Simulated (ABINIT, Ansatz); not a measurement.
# A GW chain in ABINIT: InF3 (R-3c)

Aim: the G0W0 gap of InF3 (R-3c) on LDA, step by step.

Calculated with ABINIT 10.8.3; LDA and many-body steps on it, plane waves.

## 1. Starting point

Symmetry: R-3c, No. 167, trigonal system. The conventional cell has a = 5.204 Å, b = 5.204 Å, c = 14.723 Å, α = 90.00°, β = 90.00°, γ = 120.00°. In has 6 F at 2.08 Å nearest. Nearest to F lie 2 In at 2.08 Å. Farther neighbours and most contacts between anions are not listed.

The cell and positions are those that the Materials Project relaxed with its own functionals (PBE, PBE+U or r2SCAN), kept fixed.

## 2. Ground state

This step: ABINIT 10.8.3; DFT, LDA, plane waves, norm-conserving pseudopotentials.

The ground-state density comes first.

run.abi reads:

```
acell 3*1.0 Angstrom
rprim 
  2.602141182914 1.502346912402 4.907506134507
  -2.602141182914 1.502346912402 4.907506134507
  0.000000000000 -3.004693824873 4.907506134486
ntypat 2
znucl 49 9
natom 8
typat 1 1 2 2 2 2 2 2
xred 
  0.500000000000 0.500000000000 0.500000000000
  -0.000000000000 0.000000000000 0.000000000000
  0.395709220000 0.750000000000 0.104290780000
  0.750000000000 0.104290780000 0.395709220000
  0.895709220000 0.604290780000 0.250000000000
  0.250000000000 0.895709220000 0.604290780000
  0.604290780000 0.250000000000 0.895709220000
  0.104290780000 0.395709220000 0.750000000000
pp_dirpath "pseudos"
pseudos "In.upf, F.upf"
ecut 36
ngkpt 6 6 6
nshiftk 1
shiftk 0 0 0
kptopt 1
chksymbreak 0
nband 42
occopt 1
tolvrs 1e-10
nstep 60
prtwf 0
optforces 0
optstress 0
indata_prefix "in"
outdata_prefix "out"
tmpdata_prefix "tmp"
```

Command:

```console
> OMP_NUM_THREADS=1 mpirun -n 4 abinit run.abi > log
```

Numbers of over 12 decimals in the logs are rounded to 6 here.

The log of the run:

```text
.Version 10.8.3 of ABINIT. v10.8.2 released Aug 2026.

 Symmetries : space group R-3 c (#167); Bravais hR (rhombohedral)
================================================================================
 Values of the parameters that define the memory need of the present run
     intxc =       0    ionmov =       0      iscf =       7    lmnmax =       6
     lnmax =       6     mgfft =      60  mpssoang =       3    mqgrid =    3001
     natom =       8  nloc_mem =       1    nspden =       1   nspinor =       1
    nsppol =       1      nsym =      12    n1xccc =    2501    ntypat =       2
    occopt =       1   xclevel =       1
-    mband =          42        mffmem =           1         mkmem =           8
       mpw =        8032          nfft =      216000          nkpt =          32
================================================================================
  Rough estimation (10% accuracy) of disk space for files :
================================================================================

--------------------------------------------------------------------------------
------------- Echo of variables that govern the present computation ------------
--------------------------------------------------------------------------------
 -outvars: echo values of preprocessed input variables --------
            acell      1.8897261259E+00  1.8897261259E+00  1.8897261259E+00 Bohr

      chksymbreak           0
             ecut      3.60000000E+01 Hartree
-          fftalg         312

              ixc       -1012
              kpt      0.00000000E+00  0.00000000E+00  0.00000000E+00
                       1.66666667E-01  0.00000000E+00  0.00000000E+00
                       3.33333333E-01  0.00000000E+00  0.00000000E+00
                       5.00000000E-01  0.00000000E+00  0.00000000E+00
                       1.66666667E-01  1.66666667E-01  0.00000000E+00
                       3.33333333E-01  1.66666667E-01  0.00000000E+00
                       5.00000000E-01  1.66666667E-01  0.00000000E+00
                      -3.33333333E-01  1.66666667E-01  0.00000000E+00
                      -1.66666667E-01  1.66666667E-01  0.00000000E+00
   [... 21 further rows ...]
                      -3.33333333E-01  5.00000000E-01  3.33333333E-01
                       5.00000000E-01  5.00000000E-01  5.00000000E-01
         kptrlatt        6    0    0      0    6    0      0    0    6
          kptrlen      5.90080101E+01
P           mkmem           8
            natom           8
            nband          42
            ngfft          60      60      60
             nkpt          32
            nstep          60
             nsym          12
           ntypat           2
              occ      2.000000  2.000000  2.000000  2.000000  2.000000  2.000000
                       2.000000  2.000000  2.000000  2.000000  2.000000  2.000000
                       2.000000  2.000000  2.000000  2.000000  2.000000  2.000000
                       2.000000  2.000000  2.000000  2.000000  2.000000  2.000000
                       2.000000  2.000000  2.000000  2.000000  2.000000  2.000000
                       2.000000  2.000000  2.000000  2.000000  0.000000  0.000000
                       0.000000  0.000000  0.000000  0.000000  0.000000  0.000000
        optforces           0
        optstress           0
            prtwf           0
            rprim      2.6021411829E+00  1.5023469124E+00  4.9075061345E+00
[...]
spgroup         167

           tolvrs      1.00000000E-10

             xred      5.0000000000E-01  5.0000000000E-01  5.0000000000E-01
[...]
znucl       49.00000    9.00000

================================================================================

 chkinp: Checking input parameters for consistency.

================================================================================
== DATASET  1 ==================================================================
-   mpi_nproc: 4, omp_nthreads: 1 (-1 if OMP is not activated)

--- !DatasetInfo
iteration_state: {dtset: 1, }
dimensions: {natom: 8, nkpt: 32, mband: 42, nsppol: 1, nspinor: 1, nspden: 1, mpw: 8032, }
cutoff_energies: {ecut:  36.0, pawecutdg:  -1.0, }
electrons: {nelect:   6.80000000E+01, charge:   0.00000000E+00, occopt:   1.00000000E+00, tsmear:   1.00000000E-02, }

 Real(R)+Recip(G) space primitive vectors, cartesian coordinates (Bohr,Bohr^-1):
 R(1)=  4.9173342  2.8390242  9.2738426  G(1)=  0.1016811  0.0587056  0.0359434
 R(2)= -4.9173342  2.8390242  9.2738426  G(2)= -0.1016811  0.0587056  0.0359434
 R(3)=  0.0000000 -5.6780484  9.2738426  G(3)=  0.0000000 -0.1174112  0.0359434
 Unit cell volume ucvol=  7.7680102E+02 bohr^3
 Angles (23,13,12)=  5.37710328E+01  5.37710328E+01  5.37710328E+01 degrees

 getcut: wavevector=  0.0000  0.0000  0.0000  ngfft=  60  60  60
         ecut(hartree)=     36.000   => boxcut(ratio)=   2.04307

--- Pseudopotential description ------------------------------------------------
- In Generated using ONCVPSP code by D. R. Hamann
- 49.00000  13.00000  180309                  znucl, zion, pspdat
12 -1012 2 -1 1894                            pspcod,pspxc,lmax,lloc,mmax
     nproj     2     2     2
  pspatm : epsatm=   25.24256259
         --- l  ekb(1:nproj) -->
[...]
pspatm: atomic psp has been read  and splines computed

- F Generated using ONCVPSP code by D. R. Hamann
-  9.00000   7.00000  201202                  znucl, zion, pspdat
12 -1012 2 -1 824                             pspcod,pspxc,lmax,lloc,mmax
     nproj     2     2     1
  pspatm : epsatm=    4.94580260
         --- l  ekb(1:nproj) -->
[...]
2   -2.364936
 pspatm: atomic psp has been read  and splines computed

   5.45087597E+03                                ecore*ucvol(ha*bohr**3)
--------------------------------------------------------------------------------

_setup2: Arith. and geom. avg. npw (full set) are    8013.366    8013.359

================================================================================

--- !BeginCycle
iteration_state: {dtset: 1, }
solver: {iscf: 7, nstep: 60, nline: 4, wfoptalg: 0, }
tolerances: {tolvrs: 1.00E-10, }

     iter   Etot(hartree)      deltaE(h)  residm     vres2
 ETOT  1  -278.96402056538    -2.790E+02 3.599E-01 9.584E+02
 ETOT  2  -280.05184258262    -1.088E+00 5.310E-02 3.669E+02
 ETOT  3  -280.15702153888    -1.052E-01 1.206E-02 4.700E+01
 ETOT  4  -280.16847973020    -1.146E-02 3.967E-03 9.840E-01
 ETOT  5  -280.16865735771    -1.776E-04 2.979E-03 1.081E-01
 ETOT  6  -280.16867943333    -2.208E-05 3.793E-03 2.531E-03
 ETOT  7  -280.16867968405    -2.507E-07 1.223E-03 4.879E-05
 ETOT  8  -280.16867968907    -5.028E-09 1.291E-03 5.472E-06
 ETOT  9  -280.16867969015    -1.081E-09 1.169E-03 1.222E-08
 ETOT 10  -280.16867969016    -6.310E-12 7.475E-04 8.143E-10
 ETOT 11  -280.16867969016    -4.263E-12 8.054E-04 3.313E-11

 At SCF step   11       vres2   =  3.31E-11 < tolvrs=  1.00E-10 =>converged.

--- !ResultsGS
iteration_state: {dtset: 1, }
comment   : Summary of ground state results
lattice_vectors:
- [  4.9173342,   2.8390242,   9.2738426, ]
- [ -4.9173342,   2.8390242,   9.2738426, ]
- [  0.0000000,  -5.6780484,   9.2738426, ]
lattice_lengths: [  10.87402,   10.87402,   10.87402, ]
lattice_angles: [ 53.771,  53.771,  53.771, ] # degrees, (23, 13, 12)
lattice_volume:   7.7680102E+02
convergence: {deltae: -4.263E-12, res2:  3.313E-11, residm:  8.054E-04, diffor:  0.000E+00, }
etotal    :  -2.80168680E+02
entropy   :   0.00000000E+00
fermie    :  -5.27797923E-02
cartesian_stress_tensor: null
pressure_GPa: null
xred      :
- [  5.0000E-01,   5.0000E-01,   5.0000E-01, In]
- [  0.0000E+00,   0.0000E+00,   0.0000E+00, In]
- [  3.9571E-01,   7.5000E-01,   1.0429E-01,  F]
- [  7.5000E-01,   1.0429E-01,   3.9571E-01,  F]
- [  8.9571E-01,   6.0429E-01,   2.5000E-01,  F]
- [  2.5000E-01,   8.9571E-01,   6.0429E-01,  F]
- [  6.0429E-01,   2.5000E-01,   8.9571E-01,  F]
- [  1.0429E-01,   3.9571E-01,   7.5000E-01,  F]
cartesian_forces: null
force_length_stats: {min: null, max: null, mean: null, }

 Integrated electronic density in atomic spheres:
 ------------------------------------------------
 Atom  Sphere_radius  Integrated_density
[...]
================================================================================

 ----iterations are completed or convergence reached----

 Mean square residual over all n,k,spin=   23.839E-07; max=  80.542E-05
 reduced coordinates (array xred) for    8 atoms
[...]
0.750000000000      0.104290780000      0.395709220000
       0.895709220000      0.604290780000      0.250000000000
       0.250000000000      0.895709220000      0.604290780000
       0.604290780000      0.250000000000      0.895709220000
       0.104290780000      0.395709220000      0.750000000000
 rms dE/dt=  0.0000E+00; max dE/dt=  0.0000E+00; dE/dt below (all hartree)
    1       0.000000000000      0.000000000000      0.000000000000
    2       0.000000000000      0.000000000000      0.000000000000
    3       0.000000000000      0.000000000000      0.000000000000
    4       0.000000000000      0.000000000000      0.000000000000
    5       0.000000000000      0.000000000000      0.000000000000
    6       0.000000000000      0.000000000000      0.000000000000
    7       0.000000000000      0.000000000000      0.000000000000
    8       0.000000000000      0.000000000000      0.000000000000

 cartesian coordinates (angstrom) at end:
    1      0.000000    -3.45e-11     7.361259
    2      0.000000     0.000000     0.000000
    3     -0.921915     1.407891     6.134383
    4      1.680227     0.094456     6.134383
    5      0.758312     1.502347     8.588136
    6     -1.680227    -0.094456     8.588136
    7      0.921915    -1.407891     8.588136
    8     -0.758312    -1.502347     6.134383
 length scales=  1.889726125908  1.889726125908  1.889726125908 bohr
              =  1.000000000000  1.000000000000  1.000000000000 angstroms
 prteigrs : about to open file out_EIG
 Fermi (or HOMO) energy (hartree) =  -0.05278   Average Vxc (hartree)=  -0.37664
 Eigenvalues (hartree) for nkpt=  32  k points:
 kpt#   1, nband= 42, wtk=  0.00463, kpt=  0.0000  0.0000  0.0000 (reduced coord)
  -0.78533   -0.76815   -0.76815   -0.76370   -0.75993   -0.75993   -0.45445   -0.45445
  -0.43668   -0.43668   -0.43601   -0.43066   -0.43021   -0.43021   -0.40981   -0.40981
  -0.24379   -0.16802   -0.16802   -0.15533   -0.10386   -0.09937   -0.09907   -0.09407
  -0.09407   -0.07484   -0.07484   -0.06366   -0.06108   -0.06108   -0.05925   -0.05925
  -0.05396   -0.05396    0.09412    0.29273    0.32989    0.36995    0.36995    0.40665
   0.43982    0.43990
 prteigrs : prtvol=0 or 1, do not print more k-points.

--- !EnergyTerms
iteration_state     : {dtset: 1, }
comment             : Components of total free energy in Hartree
kinetic             :  1.81535647462564E+02
hartree             :  8.27532119561128E+01
xc                  : -7.19315966892204E+01
Ewald energy        : -1.70994381183837E+02
psp_core            :  7.01708135754240E+00
local_psp           : -2.61805510773186E+02
non_local_psp       : -4.67431318201406E+01
total_energy        : -2.80168679690165E+02
total_energy_eV     : -7.62377815707560E+03
band_energy         : -2.14901320429181E+01

== END DATASET(S) ==============================================================
================================================================================

 -outvars: echo values of variables after computation  --------
           etotal     -2.8016867969E+02
            nband          42
             nkpt          32
          spgroup         167
 [... the other variables as echoed above ...]

 Calculation completed.
```

It took 4.2 min on 4 MPI ranks of Arm Neoverse N1, shared host; peak memory 0.61 GiB; 17 min of CPU time.

Numbers from this step:

| Property | Result |
| --- | --- |
| total energy | -7623.7782 eV |
| gap | 3.997 eV |
| k of the valence top | 0.5, 0.5, 0 |
| k of the conduction bottom | 0, 0, 0 |
| least direct gap | 4.029 eV |

The gap is indirect, with the least direct gap 0.03 eV higher.

(Part 1 of 3 ends here.)

[Paths, hosts, dates, memory and timing lines, banners, echoed tables and standing remarks are left out of the program output.]

[Logs are printed without paths, hosts, clocks, repeated set-up lines and the standing remarks that a program may print on its own settings, such as how far it seeks lower states.]

[Runs of the session that timed out or met a known fault of the program may be left out.]

[Hosts, paths, dates, database ids (printed as entryN), source tags and the programs' standing remarks are cut or masked in the printed files.]

[G0W0 gaps are taken among the corrected bands and points alone; a level outside them can change the order at an edge.]

[Where Ansatz stands beside ABINIT at settings called matched, ABINIT's density can come from a denser mesh and the files from another edition; pairs whose starting gaps differed by over 0.03 eV were left out, so agreement reads better than it is.]
